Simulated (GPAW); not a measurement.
# Mo2N(OH)2 MXene monolayer in an electric field, part 2 of 2

How does Mo2N(OH)2 MXene monolayer screen a perpendicular field?

GPAW 26.7.0; GPAW, PAW setups; layer in a repeated cell with vacuum, relaxation of atoms and in-plane cell (the session's first sound run).

So far, dipole along the normal (e·Å): step 2 (relaxation) 3.5e-4; step 3 (plane waves, PBE) 7.7e-4; step 4 (In a field) -0.103; step 5 (field on) -0.0513.

## (8) Field on

Input file run.py:

```python
import json
import numpy as np
from ase import Atoms
from gpaw import GPAW, PW
from gpaw.external import ConstantElectricField

slab = Atoms(
    ['H', 'O', 'Mo', 'N', 'Mo', 'O', 'H'],
    positions=[
        [-0.00000, 1.61254, 7.00000],
        [0.00000, 1.61254, 7.98055],
        [1.39650, 0.80627, 9.41815],
        [-0.00000, 0.00000, 10.87642],
        [-0.00000, 1.61254, 12.33469],
        [1.39650, 0.80627, 13.77229],
        [1.39650, 0.80627, 14.75284]],
    cell=[[2.79301, 0.0, 0.0], [-1.3965, 2.41881, 0.0], [0.0, 0.0, 21.7528]],
    pbc=[True, True, False])

slab.calc = GPAW(mode=PW(500), xc='PBE', kpts={'size': (12, 12, 1), 'gamma': True},
                 occupations={'name': 'fermi-dirac', 'width': 0.05}, nbands='160%',
                 convergence={'density': 1e-05}, maxiter=200,
                 poissonsolver={'dipolelayer': 'xy'},
                 external=ConstantElectricField(0.1, [0, 0, 1]),
                 symmetry={'tolerance': 1e-3}, txt='slab.txt')
result = {}
energy = slab.get_potential_energy()
fermi = slab.calc.get_fermi_level()
v = slab.calc.get_electrostatic_potential().mean((0, 1)) - fermi
n = slab.calc.get_pseudo_density().mean((0, 1))
L = slab.cell[2, 2]
z = np.arange(len(v)) * L / len(v)
low, high = slab.positions[:, 2].min(), slab.positions[:, 2].max()
below, above = np.interp([low - 4.8, high + 4.8], z, v)
slopes = [np.interp(x, z, np.gradient(v, z)) for x in (low - 4.8, high + 4.8)]
eps = np.array([[slab.calc.get_eigenvalues(k, s) for k in range(len(slab.calc.get_ibz_k_points()))]
                for s in range(slab.calc.get_number_of_spins())]) - fermi
top, bottom = eps[eps < 0].max(), eps[eps > 0].min()
dipole = slab.get_dipole_moment()[2]
print(f'energy {energy:.4f} eV, Fermi level {fermi:.4f} eV, dipole {dipole:.5f} e A')
print(f'potential 4.8 A off the faces, from the Fermi level: lower {below:.4f} eV, upper {above:.4f} eV')
print(f'slope of the potential there: lower {slopes[0]:.5f}, upper {slopes[1]:.5f} eV/A')
print(f'nearest levels on the mesh: {top:.4f} and {bottom:.4f} eV')
print('magnetic moment', round(slab.get_magnetic_moment(), 3))
result.update(energy=energy, fermi=fermi, dipole=dipole, below=below, above=above, slopes=slopes, edges=[top, bottom],
              z=z.tolist(), v=v.tolist(), n=n.tolist(), positions=slab.positions.tolist(),
              forces=slab.get_forces(apply_constraint=False).tolist(), moments=slab.get_magnetic_moments().tolist())
json.dump(result, open('result.json', 'w'))
```

Command:

```bash
OMP_NUM_THREADS=1 OPENBLAS_NUM_THREADS=1 python run.py
```

Wall time 4.4 min (1 thread of Arm Neoverse V2, shared host); peak memory 0.5 GiB.

The dipole is now 0.0513 e Å, against 7.7e-4 in the run without a field.

## (9) Field on

Changes to run.py since step 8:

```diff
@@ -23,3 +23,3 @@
                  poissonsolver={'dipolelayer': 'xy'},
-                 external=ConstantElectricField(0.1, [0, 0, 1]),
+                 external=ConstantElectricField(0.2, [0, 0, 1]),
                  symmetry={'tolerance': 1e-3}, txt='slab.txt')
```

Elapsed: 4.4 min, on 1 thread; peak memory 0.5 GiB.

The dipole is now 0.103 e Å, against 7.7e-4 in the run without a field.

## (10) Field on

Changes to run.py since step 9:

```diff
@@ -23,3 +23,3 @@
                  poissonsolver={'dipolelayer': 'xy'},
-                 external=ConstantElectricField(0.2, [0, 0, 1]),
+                 external=ConstantElectricField(0.3, [0, 0, 1]),
                  symmetry={'tolerance': 1e-3}, txt='slab.txt')
```

It took 4.4 min on 1 thread; peak memory 0.5 GiB.

The dipole is now 0.154 e Å, against 7.7e-4 in the run without a field.

## (11) The series

The members are put on one axis.

This step: induced dipole against applied field (GPAW 26.7.0).

Table of dipole along the normal by field:

```tsv
field (V/Å)	dipole along the normal (e·Å)
-0.200	-0.103
-0.100	-0.0513
-0.050	-0.0257
0.000	7.7e-4
0.050	0.0257
0.100	0.0513
0.200	0.103
0.300	0.154
```

## (12) A changed run

One more run, with changed settings.

This step: GPAW, PAW setups; slab in vacuum (GPAW 26.7.0).

Changes to run.py since step 10:

```diff
@@ -3,4 +3,3 @@
 from ase import Atoms
-from gpaw import GPAW, PW
-from gpaw.external import ConstantElectricField
+from gpaw import GPAW
 
@@ -19,7 +18,6 @@
 
-slab.calc = GPAW(mode=PW(500), xc='PBE', kpts={'size': (12, 12, 1), 'gamma': True},
+slab.calc = GPAW(mode='fd', h=0.4, xc='PBE', kpts={'size': (12, 12, 1), 'gamma': True},
                  occupations={'name': 'fermi-dirac', 'width': 0.05}, nbands='160%',
-                 convergence={'density': 1e-05}, maxiter=200,
+                 convergence={'density': 1e-05}, maxiter=75,
                  poissonsolver={'dipolelayer': 'xy'},
-                 external=ConstantElectricField(0.3, [0, 0, 1]),
                  symmetry={'tolerance': 1e-3}, txt='slab.txt')
```

Run time: 53 s. Hardware: 1 thread; peak memory 0.19 GiB.

The run finished. A setting was moved off its sound value on purpose, so it serves as a test and not as the result.

The fault put into the input: a grid far too coarse (mode = "fd" and h = 0.4).

Side by side:

```tsv
quantity	this run	sound run	difference
upper work function (eV)	2.6272	2.4095	0.218
lower work function (eV)	2.6471	2.4272	0.220
```

One result that differs is the lower work function, 2.65 eV against 2.43 eV.

## (13) What came out

| Item | Value |
| --- | --- |
| work function, upper and lower face | 2.409 and 2.427 eV |
| dipole along the normal | 7.7e-4 e Å |
| induced dipole per field | 0.514 e Å per V/Å |
| out-of-plane polarisability per area, α/(ε0 A) | 13.8 Å |

What this shows: The field induces 0.514 e Å per V/Å, a polarisable thickness α/(ε0 A) of 13.8 Å beside 7.75 Å between the outermost nuclei. A perfect conductor would give the distance between its two image planes; a dielectric of thickness t gives t(1 - 1/ε). The induced dipole is linear in the field over this range. The starting lattice was a guess from atomic radii; the relaxation moved it by -5 %. The small printed dipole stands for a step of -21 meV from the lower to the upper face, and the probes find -18 meV; values this small are near the numerical noise of both. The cell holds an odd number of electrons, so without spin polarisation it must come out metallic and without a moment, whatever its true state. The layer's cell and atoms come from the relaxation; spin-orbit coupling and temperature are left out.

[Logs are printed without paths, hosts, clocks, repeated set-up lines and the standing remarks that a program may print on its own settings, such as how far it seeks lower states.]

[Hosts, paths, dates, database ids (printed as entryN), source tags and the programs' standing remarks are cut or masked in the printed files.]
